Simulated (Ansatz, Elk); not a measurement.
# Bonding as seen by X-rays: LaBe2, part 2 of 2

Structure refinements treat a crystal as free atoms side by side. For a made-up structure of LaBe2 (cell and positions from a r2SCAN relaxation) the runs below show what the calculated density changes in F(hkl).

Elk 11.2.3 (patched build); all-electron DFT.

So far: Starting point; Ground state and structure factors; The highest occupied states alone.

The structure was built from a prototype and need not be the compound's stable phase.

## Step 4: Another functional

Level of this step: DFT, LDA (Perdew-Wang), all-electron APW+lo, Dirac cores, scalar-relativistic bands, static density, no spin (Elk).

The difference from free atoms is small, so it is set against the change that LDA (Perdew-Wang) makes.

Contents of elk.in:

```
tasks
  0
  195

xctype
  3

spinpol
  .false.

rgkmax
  7.0

gmaxvr
  14.0

lmaxo
  7

lmaxapw
  8

swidth
  0.002

tshift
  .false.

ramdisk
  .false.

hmaxvr
  5.5

maxscl
  120

epspot
  1e-06

sppath
  './'

avec
  8.05557096758 0.00000000000 -0.00000000000
  -4.02778548379 6.97632909991 0.00000000000
  -0.00000000000 0.00000000000 6.98400874385

atoms
  2
  'La.in'
  1
  -0.0000000000 -0.0000000000 0.0000000000   0.000000 0.000000 0.000000
  'Be.in'
  2
  0.6666666667 0.3333333333 0.5000000000   0.000000 0.000000 0.000000
  0.3333333333 0.6666666667 0.5000000000   0.000000 0.000000 0.000000

ngridk
  6 6 6
```

Launch:

```bash
$ OMP_NUM_THREADS=4 elk
```

Numbers of over 12 decimals in the logs are rounded to 6 here.

Output:

```text
┌─────────────────────────┐
│ Elk code version 11.2.3 │
└─────────────────────────┘

All units are atomic (Hartree, Bohr, etc.)

┌─────────────────────────────────────────────────┐
│ Ground-state run starting from atomic densities │
└─────────────────────────────────────────────────┘

Lattice vectors :
   8.055570968       0.000000000      -0.000000000
  -4.027785484       6.976329100       0.000000000
  -0.000000000       0.000000000       6.984008744

Reciprocal lattice vectors :
  0.7799801321      0.4503217392       0.000000000
[...]
species : 2 (Be)
   atom 1                    :    2.705273006     (  0.1219360565E-02)
   atom 2                    :    2.705273006     (  0.1219360565E-02)
 total in muffin-tins        :    60.03560568
 total calculated charge     :    64.99723362
 total charge                :    65.00000000
 error                       :   0.2766384469E-02

┌──────────────────────────────┐
│ Self-consistent loop stopped │
└──────────────────────────────┘

Warning : core states of species 1 leak from the muffin-tin :   0.2198569477E-03

Warning : core states of species 2 leak from the muffin-tin :   0.1219360565E-02

Wrote STATE.OUT
[key lines of the parts left out:]
total energy                :     -8520.4399375434
```

The job ended after 6 s (4 threads of Arm Neoverse V2, shared host; peak memory 0.16 GiB).

Against the first run R = 0.05 %; the largest change is -0.031 at 410.

## Step 5: A coarser k-mesh

About half the k-points along each axis test the sampling.

Edit elk.in of step 4 so:

```diff
@@ -5,3 +5,3 @@
 xctype
-  3
+  20
 
@@ -59,2 +59,2 @@
 ngridk
-  6 6 6
+  3 3 3
```

Launch:

```bash
$ OMP_NUM_THREADS=4 elk
```

Output:

```text
┌─────────────────────────┐
│ Elk code version 11.2.3 │
└─────────────────────────┘

All units are atomic (Hartree, Bohr, etc.)

┌─────────────────────────────────────────────────┐
│ Ground-state run starting from atomic densities │
└─────────────────────────────────────────────────┘

Lattice vectors :
   8.055570968       0.000000000      -0.000000000
  -4.027785484       6.976329100       0.000000000
  -0.000000000       0.000000000       6.984008744

Reciprocal lattice vectors :
  0.7799801321      0.4503217392       0.000000000
[...]
species : 2 (Be)
   atom 1                    :    2.699865741     (  0.1121047178E-02)
   atom 2                    :    2.699865741     (  0.1121047178E-02)
 total in muffin-tins        :    59.99700051
 total calculated charge     :    64.99743990
 total charge                :    65.00000000
 error                       :   0.2560103931E-02

┌──────────────────────────────┐
│ Self-consistent loop stopped │
└──────────────────────────────┘

Warning : core states of species 1 leak from the muffin-tin :   0.2193235683E-03

Warning : core states of species 2 leak from the muffin-tin :   0.1121047178E-02

Wrote STATE.OUT
[key lines of the parts left out:]
total energy                :     -8527.1668617113
```

Run time: 8.2 s. Hardware: 4 threads; peak memory 0.16 GiB; 14 s of CPU time.

Against the first run R = 0.01 %; the largest change is +0.090 at 110.

## Step 6: Basis size

A smaller basis shows how fast F responds to it; the change is likely larger than the basis error of the first run, but doesn't show convergence.

Edit elk.in of step 5 so:

```diff
@@ -11,3 +11,3 @@
 rgkmax
-  7.0
+  5.5
 
@@ -59,2 +59,2 @@
 ngridk
-  3 3 3
+  6 6 6
```

Launch:

```bash
$ OMP_NUM_THREADS=4 elk
```

Output:

```text
┌─────────────────────────┐
│ Elk code version 11.2.3 │
└─────────────────────────┘

All units are atomic (Hartree, Bohr, etc.)

┌─────────────────────────────────────────────────┐
│ Ground-state run starting from atomic densities │
└─────────────────────────────────────────────────┘

Lattice vectors :
   8.055570968       0.000000000      -0.000000000
  -4.027785484       6.976329100       0.000000000
  -0.000000000       0.000000000       6.984008744

Reciprocal lattice vectors :
  0.7799801321      0.4503217392       0.000000000
[...]
species : 2 (Be)
   atom 1                    :    2.697178550     (  0.1119894229E-02)
   atom 2                    :    2.697178550     (  0.1119894229E-02)
 total in muffin-tins        :    60.00219609
 total calculated charge     :    64.99745412
 total charge                :    65.00000000
 error                       :   0.2545883321E-02

┌──────────────────────────────┐
│ Self-consistent loop stopped │
└──────────────────────────────┘

Warning : core states of species 1 leak from the muffin-tin :   0.2194490354E-03

Warning : core states of species 2 leak from the muffin-tin :   0.1119894229E-02

Wrote STATE.OUT
[key lines of the parts left out:]
total energy                :     -8527.1694614759
```

Wall time 9.5 s (4 threads); peak memory 0.16 GiB.

Against the first run R = 0.01 %; the largest change is +0.010 at 202.

## Step 7: Settings against the effect

```
              run  R against the first run (%)  R against neutral atoms, low angle (%)  wall time
    PBE, rgkmax 7                         0.00                                    0.28       11 s
LDA (Perdew-Wang)                         0.05                                    0.27        6 s
     k-mesh 3×3×3                         0.01                                    0.22      8.2 s
       rgkmax 5.5                         0.01                                    0.28      9.5 s
```

## Step 8: Outcome

| Item | Value |
| --- | --- |
| R against neutral atoms, sin θ/λ < 0.3 Å⁻¹ | 0.28 % |
| R against neutral atoms, 0.3 to 0.82 Å⁻¹ | 0.11 % |

Independent neutral atoms miss the calculated amplitudes by R = 0.28 % below 0.3 Å⁻¹ and 0.11 % from there to 0.82 Å⁻¹; by shells, 0.25 % below 0.15 Å⁻¹ (2 forms), 0.28 % 0.15 to 0.3 (5 forms), 0.03 % 0.3 to 0.45 (11 forms), 0.13 % above 0.45 (63 forms). Bonding, aspherical density and the tables' own atoms all enter these figures, and the runs don't part them. The largest change of an amplitude is -0.37 electrons, at 001. The window's part falls from 7.0 electrons at the origin to at most 0.06 between 0.45 and 0.82 Å⁻¹. Below 0.3 Å⁻¹ the changes that finished (LDA (Perdew-Wang), k-mesh 3×3×3 and rgkmax 5.5) move F by R = 0.07 % at most, against the 0.28 % that separates it from free atoms. Part of the difference isn't bonding: the tables are fits to free atoms and ions calculated by other methods than this functional. Thermal motion, anomalous dispersion and extinction are left out.

[Logs are printed without paths, hosts, clocks, repeated set-up lines and the standing remarks that a program may print on its own settings, such as how far it seeks lower states.]

[Hosts, paths, dates, database ids (printed as entryN), source tags and the programs' standing remarks are cut or masked in the printed files.]
